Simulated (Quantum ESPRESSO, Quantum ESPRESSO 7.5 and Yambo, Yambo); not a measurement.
**SiC (F-43m): G0W0 with Yambo, start to end**

How does a plane-wave GW calculation on SiC (F-43m) run from the first input to the gap?

Calculated with Quantum ESPRESSO 7.5 and Yambo 5.3.0; PBE and many-body steps on it, plane waves.

**Experimental background.**

- Gap 2.4 eV: Tauc optical (indirect) gap of annealed polycrystalline 3C-SiC; UV-VIS spectroscopic ellipsometry, Tauc analysis; film (CVD ultrathin polycrystalline film, annealed, about 5 nm grains) (“On-Demand CMOS-Compatible Fabrication of Ultrathin Self-Aligned SiC Nanowire Arrays”, 2018, pmc:6267454).

- Gap 2.39 eV: band gap at cryogenic temperature; bulk crystal (literature value) (quoted in “Silicon carbide diodes for neutron detection”, 2020, arxiv:2009.14696).

Most raw output is cut from this account.

## 1. Starting point

The structure is cubic, space group F-43m (No. 216). Conventional cell: a = 4.358 Å, b = 4.358 Å, c = 4.358 Å, α = 90.00°, β = 90.00°, γ = 90.00°. Nearest to Si lie 4 C at 1.89 Å. Nearest to C lie 4 Si at 1.89 Å. Farther neighbours are not listed.

As a file:

```cif
data_structure
_symmetry_space_group_name_H-M 'P 1'
_symmetry_Int_Tables_number 1
_cell_length_a 3.0816
_cell_length_b 3.0816
_cell_length_c 3.0816
_cell_angle_alpha 60.000
_cell_angle_beta 60.000
_cell_angle_gamma 60.000
_cell_volume 20.69
loop_
_atom_site_label
_atom_site_type_symbol
_atom_site_fract_x
_atom_site_fract_y
_atom_site_fract_z
_atom_site_occupancy
Si1 Si 0.00000 0.00000 0.00000 1
C2 C 0.25000 0.25000 0.25000 1
```

The cell and positions come from the Crystallography Open Database and are kept as given unless a step says otherwise.

## 2. Ground state

This step: Quantum ESPRESSO 7.5; DFT, PBE, plane waves, norm-conserving pseudopotentials.

The ground-state density comes first.

pw.in reads:

```
&control
  calculation = 'scf'
  prefix = 'x'
  outdir = 'o'
  pseudo_dir = 'pseudo'
/
&system
  ibrav = 0
  nat = 2
  ntyp = 2
  ecutwfc = 74.0
  nbnd = 9
  force_symmorphic = .true.
/
&electrons
  conv_thr = 1e-10
  electron_maxstep = 80
  mixing_beta = 0.5
/
ATOMIC_SPECIES
  Si 28.085 Si.upf
  C 12.011 C.upf
CELL_PARAMETERS angstrom
  -0.0000000000 2.1790000000 2.1790000000
  2.1790000000 0.0000000000 2.1790000000
  2.1790000000 2.1790000000 -0.0000000000
ATOMIC_POSITIONS crystal
  Si 0.0000000000 0.0000000000 0.0000000000
  C 0.2500000000 0.2500000000 0.2500000000
K_POINTS automatic
  8 8 8 0 0 0
```

Run with:

```console
$ OMP_NUM_THREADS=1 mpirun -n 8 pw.x -nk 8 -in pw.in > pw.out
```

Run time: 2.1 s. Hardware: 8 MPI ranks of Intel Xeon 6975P-C (Granite Rapids), shared host; peak memory 0.43 GiB.

Numbers from this step:

| Item | Value |
| --- | --- |
| total energy | -279.4575 eV |
| gap | 1.361 eV |
| k of the valence top | 0, 0, 0 |
| k of the conduction bottom | 0, -0.5, -0.5 |
| least direct gap | 4.553 eV |

The gap is indirect, with the least direct gap 3.19 eV higher.

## 3. Bands along the symmetry lines

Levels along a band path, at the cheap level, show where the edges lie and whether the meshes to come will hold them.

pw.in reads:

```
&control
  calculation = 'bands'
  prefix = 'x'
  outdir = 'o'
  pseudo_dir = 'pseudo'
/
&system
  ibrav = 0
  nat = 2
  ntyp = 2
  ecutwfc = 74.0
  nbnd = 10
  force_symmorphic = .true.
/
&electrons
  conv_thr = 1e-9
  electron_maxstep = 80
  diago_full_acc = .true.
  diago_thr_init = 5e-6
/
ATOMIC_SPECIES
  Si 28.085 Si.upf
  C 12.011 C.upf
CELL_PARAMETERS angstrom
  -0.0000000000 2.1790000000 2.1790000000
  2.1790000000 0.0000000000 2.1790000000
  2.1790000000 2.1790000000 -0.0000000000
ATOMIC_POSITIONS crystal
  Si 0.0000000000 0.0000000000 0.0000000000
  C 0.2500000000 0.2500000000 0.2500000000
K_POINTS crystal
  50
  0.00000000 0.00000000 0.00000000 1
  -0.06250000 -0.06250000 0.00000000 1
  -0.12500000 -0.12500000 0.00000000 1
  -0.18750000 -0.18750000 0.00000000 1
  -0.25000000 -0.25000000 0.00000000 1
  -0.31250000 -0.31250000 0.00000000 1
  -0.37500000 -0.37500000 0.00000000 1
  -0.43750000 -0.43750000 0.00000000 1
  -0.50000000 -0.50000000 0.00000000 1
  -0.48437500 -0.48437500 0.03125000 1
  -0.46875000 -0.46875000 0.06250000 1
  -0.45312500 -0.45312500 0.09375000 1
  -0.43750000 -0.43750000 0.12500000 1
  -0.42187500 -0.42187500 0.15625000 1
  -0.40625000 -0.40625000 0.18750000 1
  -0.39062500 -0.39062500 0.21875000 1
  -0.37500000 -0.37500000 0.25000000 1
  -0.37500000 0.00000000 0.37500000 1
  -0.32812500 0.00000000 0.32812500 1
  -0.28125000 0.00000000 0.28125000 1
  -0.23437500 0.00000000 0.23437500 1
  -0.18750000 0.00000000 0.18750000 1
  -0.14062500 0.00000000 0.14062500 1
  -0.09375000 0.00000000 0.09375000 1
  -0.04687500 0.00000000 0.04687500 1
  0.00000000 0.00000000 0.00000000 1
  0.00000000 0.00000000 0.06250000 1
  0.00000000 0.00000000 0.12500000 1
  0.00000000 0.00000000 0.18750000 1
  0.00000000 0.00000000 0.25000000 1
  0.00000000 0.00000000 0.31250000 1
  0.00000000 0.00000000 0.37500000 1
  0.00000000 0.00000000 0.43750000 1
  0.00000000 0.00000000 0.50000000 1
  -0.06250000 -0.03125000 0.46875000 1
  -0.12500000 -0.06250000 0.43750000 1
  -0.18750000 -0.09375000 0.40625000 1
  -0.25000000 -0.12500000 0.37500000 1
  -0.31250000 -0.15625000 0.34375000 1
  -0.37500000 -0.18750000 0.31250000 1
  -0.43750000 -0.21875000 0.28125000 1
  -0.50000000 -0.25000000 0.25000000 1
  -0.50000000 -0.28125000 0.21875000 1
  -0.50000000 -0.31250000 0.18750000 1
  -0.50000000 -0.34375000 0.15625000 1
  -0.50000000 -0.37500000 0.12500000 1
  -0.50000000 -0.40625000 0.09375000 1
  -0.50000000 -0.43750000 0.06250000 1
  -0.50000000 -0.46875000 0.03125000 1
  -0.50000000 -0.50000000 0.00000000 1
```

The job ended after 1.5 s (8 MPI ranks; peak memory 0.05 GiB).

This step gave:

```
gap                        : 1.361 eV
k of the valence top       : 0, 0, 0
k of the conduction bottom : -0.5, -0.5, 0
least direct gap           : 4.553 eV
```

The gap is 1.361 eV, as in the run before at this level.

The electronic bands at the labelled points (eV, zero at the top of the highest filled band; v1 is the highest filled band, c1 the lowest empty one):

```
    point      v4     v3     v2     v1    c1    c2     c3     c4
        Γ  -15.41   0.00   0.00   0.00  6.22  7.31   7.31   7.31
  halfway  -13.81  -3.35  -1.94  -1.94  4.06  6.35  10.58  10.58
        X  -10.39  -7.80  -3.19  -3.19  1.36  4.33  14.00  14.00
  halfway  -10.34  -7.64  -4.23  -3.04  2.10  5.31  13.33  13.54
        U  -10.39  -7.28  -5.55  -2.60  3.11  7.78  11.84  12.45
jump to K  -10.39  -7.28  -5.55  -2.60  3.11  7.78  11.84  12.45
  halfway  -13.64  -4.48  -2.93  -0.54  6.77  7.84   8.25   9.05
        Γ  -15.41   0.00   0.00   0.00  6.22  7.31   7.31   7.31
  halfway  -14.21  -4.30  -0.61  -0.61  5.99  7.91   7.91   9.35
        L  -11.84  -8.54  -1.05  -1.05  5.43  7.23   7.23  10.05
  halfway  -11.20  -7.83  -3.71  -2.26  5.25  7.28  10.15  11.00
        W  -10.16  -7.03  -4.99  -4.69  5.21  9.44   9.45   9.79
  halfway  -10.28  -7.49  -4.07  -4.05  3.06  6.02  11.94  13.32
        X  -10.39  -7.80  -3.19  -3.19  1.36  4.33  14.00  14.00
```

## 4. Empty states on the mesh, 6×6×6 mesh, 136 bands

The sums over transitions need many empty states on a uniform mesh; this step solves for them.

pw.in reads:

```
&control
  calculation = 'nscf'
  prefix = 'x'
  outdir = 'o'
  pseudo_dir = 'pseudo'
/
&system
  ibrav = 0
  nat = 2
  ntyp = 2
  ecutwfc = 74.0
  nbnd = 136
  force_symmorphic = .true.
/
&electrons
  conv_thr = 1e-9
  electron_maxstep = 80
  diago_full_acc = .true.
  diago_thr_init = 5e-6
/
ATOMIC_SPECIES
  Si 28.085 Si.upf
  C 12.011 C.upf
CELL_PARAMETERS angstrom
  -0.0000000000 2.1790000000 2.1790000000
  2.1790000000 0.0000000000 2.1790000000
  2.1790000000 2.1790000000 -0.0000000000
ATOMIC_POSITIONS crystal
  Si 0.0000000000 0.0000000000 0.0000000000
  C 0.2500000000 0.2500000000 0.2500000000
K_POINTS automatic
  6 6 6 0 0 0
```

Run with:

```console
$ OMP_NUM_THREADS=1 mpirun -n 8 pw.x -nk 4 -in pw.in > pw.out
```

Run time: 3 s. Hardware: 8 MPI ranks; peak memory 0.45 GiB.

This step gave:

```yaml
gap: 1.361 eV
k_of_the_valence_top: 0, 0, 0
k_of_the_conduction_bottom: 0, -0.5, -0.5
least_direct_gap: 4.553 eV
k_points_computed: 16
lowest_point_of_the_top_converged_band_above_the_valence_top: 174.4647 eV
```

On this mesh the gap is 1.361 eV.

## 5. Conversion and set-up

This step: Yambo 5.3.0; conversion and set-up on PBE, plane waves, norm-conserving pseudopotentials.

The states are converted to the many-body program's format and the q mesh is built.

Run with:

```console
$ (cd o/x.save; p2y > p2y.log; mv SAVE ../..); yambo > setup.log
```

The job ended after 2.4 s (1 MPI rank; peak memory 0.24 GiB).

## 6. Screening and self-energy, 6×6×6 mesh, 136 bands, screening to 217.7 eV

G0W0 replaces the xc potential by the self-energy, built once from these orbitals. Only a window of levels is corrected, while the sums run over the empty bands that the input names.

This step: G0W0 on PBE, plane waves, norm-conserving pseudopotentials.

gw3.in reads:

```
HF_and_locXC
gw0
dyson
ppa
em1d
rim_cut
RandQpts= 1000000
RandGvec= 1 RL
EXXRLvcs= 74 Ry
VXCRLvcs= 296 Ry
Chimod= "HARTREE"
% BndsRnXp
 1 | 136 |
%
NGsBlkXp= 16 Ry
% LongDrXp
 1 | 1 | 1 |
%
% GbndRnge
 1 | 136 |
%
DysSolver= "n"
ExtendOut
PPAPntXp= 27.21138 eV
% QPkrange
 1 | 1 | 3 | 6 |
 13 | 13 | 3 | 6 |
%
```

Run with:

```console
$ OMP_NUM_THREADS=1 mpirun -n 8 yambo -F gw3.in -J gw3 -C gw3 > gw3.log
```

Run time: 64 s. Hardware: 8 MPI ranks; peak memory 2.9 GiB; 8.3 min of CPU time.

This step gave:

* G0W0 gap on the points computed: 2.130 eV
* starting gap on the mesh: 1.361 eV
* k of the valence top: 0, 0, 0
* k of the conduction bottom: 0, -0.5, -0.5
* least direct G0W0 gap on the computed points: 5.621 eV
* Z at the valence top: 0.7958
* Z at the conduction bottom: 0.8228

The gap on the mesh goes from 1.36 eV to 2.13 eV, a correction of +0.77 eV.

Limits: finite bands, cutoff and mesh. v1 is the top filled band, c1 the lowest empty one. The levels before and after the correction (eV, zero at the valence-band top of each column):

```
           conduction bottom  valence top
Kohn-Sham               1.36         0.00
     G0W0               2.13         0.00
```

```
                         level  energy (eV)
Kohn-Sham              Γ v2-v1        0.000
Kohn-Sham                 Γ c1        6.223
Kohn-Sham                 Γ c2        7.311
Kohn-Sham  (0 -0.5 -0.5) v2-v1       -3.192
Kohn-Sham     (0 -0.5 -0.5) c1        1.361
Kohn-Sham     (0 -0.5 -0.5) c2        4.333
     G0W0              Γ v2-v1        0.000
     G0W0                 Γ c1        7.156
     G0W0                 Γ c2        8.243
     G0W0  (0 -0.5 -0.5) v2-v1       -3.491
     G0W0     (0 -0.5 -0.5) c1        2.130
     G0W0     (0 -0.5 -0.5) c2        5.274
```

## 7. Where the time went

Times are wall times on the hardware named with each run, good to a factor of about two.

```
                          step   time  share  memory (GiB)
                  ground state  2.1 s    3 %          0.43
bands along the symmetry lines  1.5 s    2 %          0.05
      empty states on the mesh    3 s    4 %          0.45
         conversion and set-up  2.4 s    3 %          0.24
     screening and self-energy   64 s   88 %           2.9
```

## 8. Outcome

```yaml
pbe_gap: 1.36 eV, indirect
g0w0_gap_on_the_mesh: 2.13 eV
gw_settings: 6×6×6 mesh, 136 bands, screening to 217.7 eV, Godby-Needs plasmon pole
known_limits: not at the basis limit
```

G0W0 moves the gap on the mesh from 1.36 eV to 2.13 eV (+0.77 eV), with Z of 0.80 and 0.82 at the edges. Only 2 of the mesh's irreducible points were corrected, so a valley elsewhere could overtake. The dearest step here is «screening and self-energy». Against experiment, by G0W0@PBE: the gap of 2.13 eV lies −0.27 eV from the measured 2.4 eV (indirect, 2018); the gap of 2.13 eV lies −0.26 eV from the measured 2.39 eV (kind not stated, quoted 2020). The calculation has static nuclei and no excitons; a measured gap holds zero-point and thermal motion, which mostly lowers it. Bands and cutoff are finite, so the gap is not at the basis limit. The miss can reach some tenths of an eV and take either sign; the mesh is an error of its own. In the G0W0 run levels were corrected at 2 k points alone, so a gap called «on the mesh» is the least over those, and an edge elsewhere would be missed.

[Paths, hosts, dates, memory and timing lines, banners, echoed tables and standing remarks are left out of the program output.]

[Logs are printed without paths, hosts, clocks, repeated set-up lines and the standing remarks that a program may print on its own settings, such as how far it seeks lower states.]

[Runs of the session that timed out or met a known fault of the program may be left out.]

[Hosts, paths, dates, database ids (printed as entryN), source tags and the programs' standing remarks are cut or masked in the printed files.]
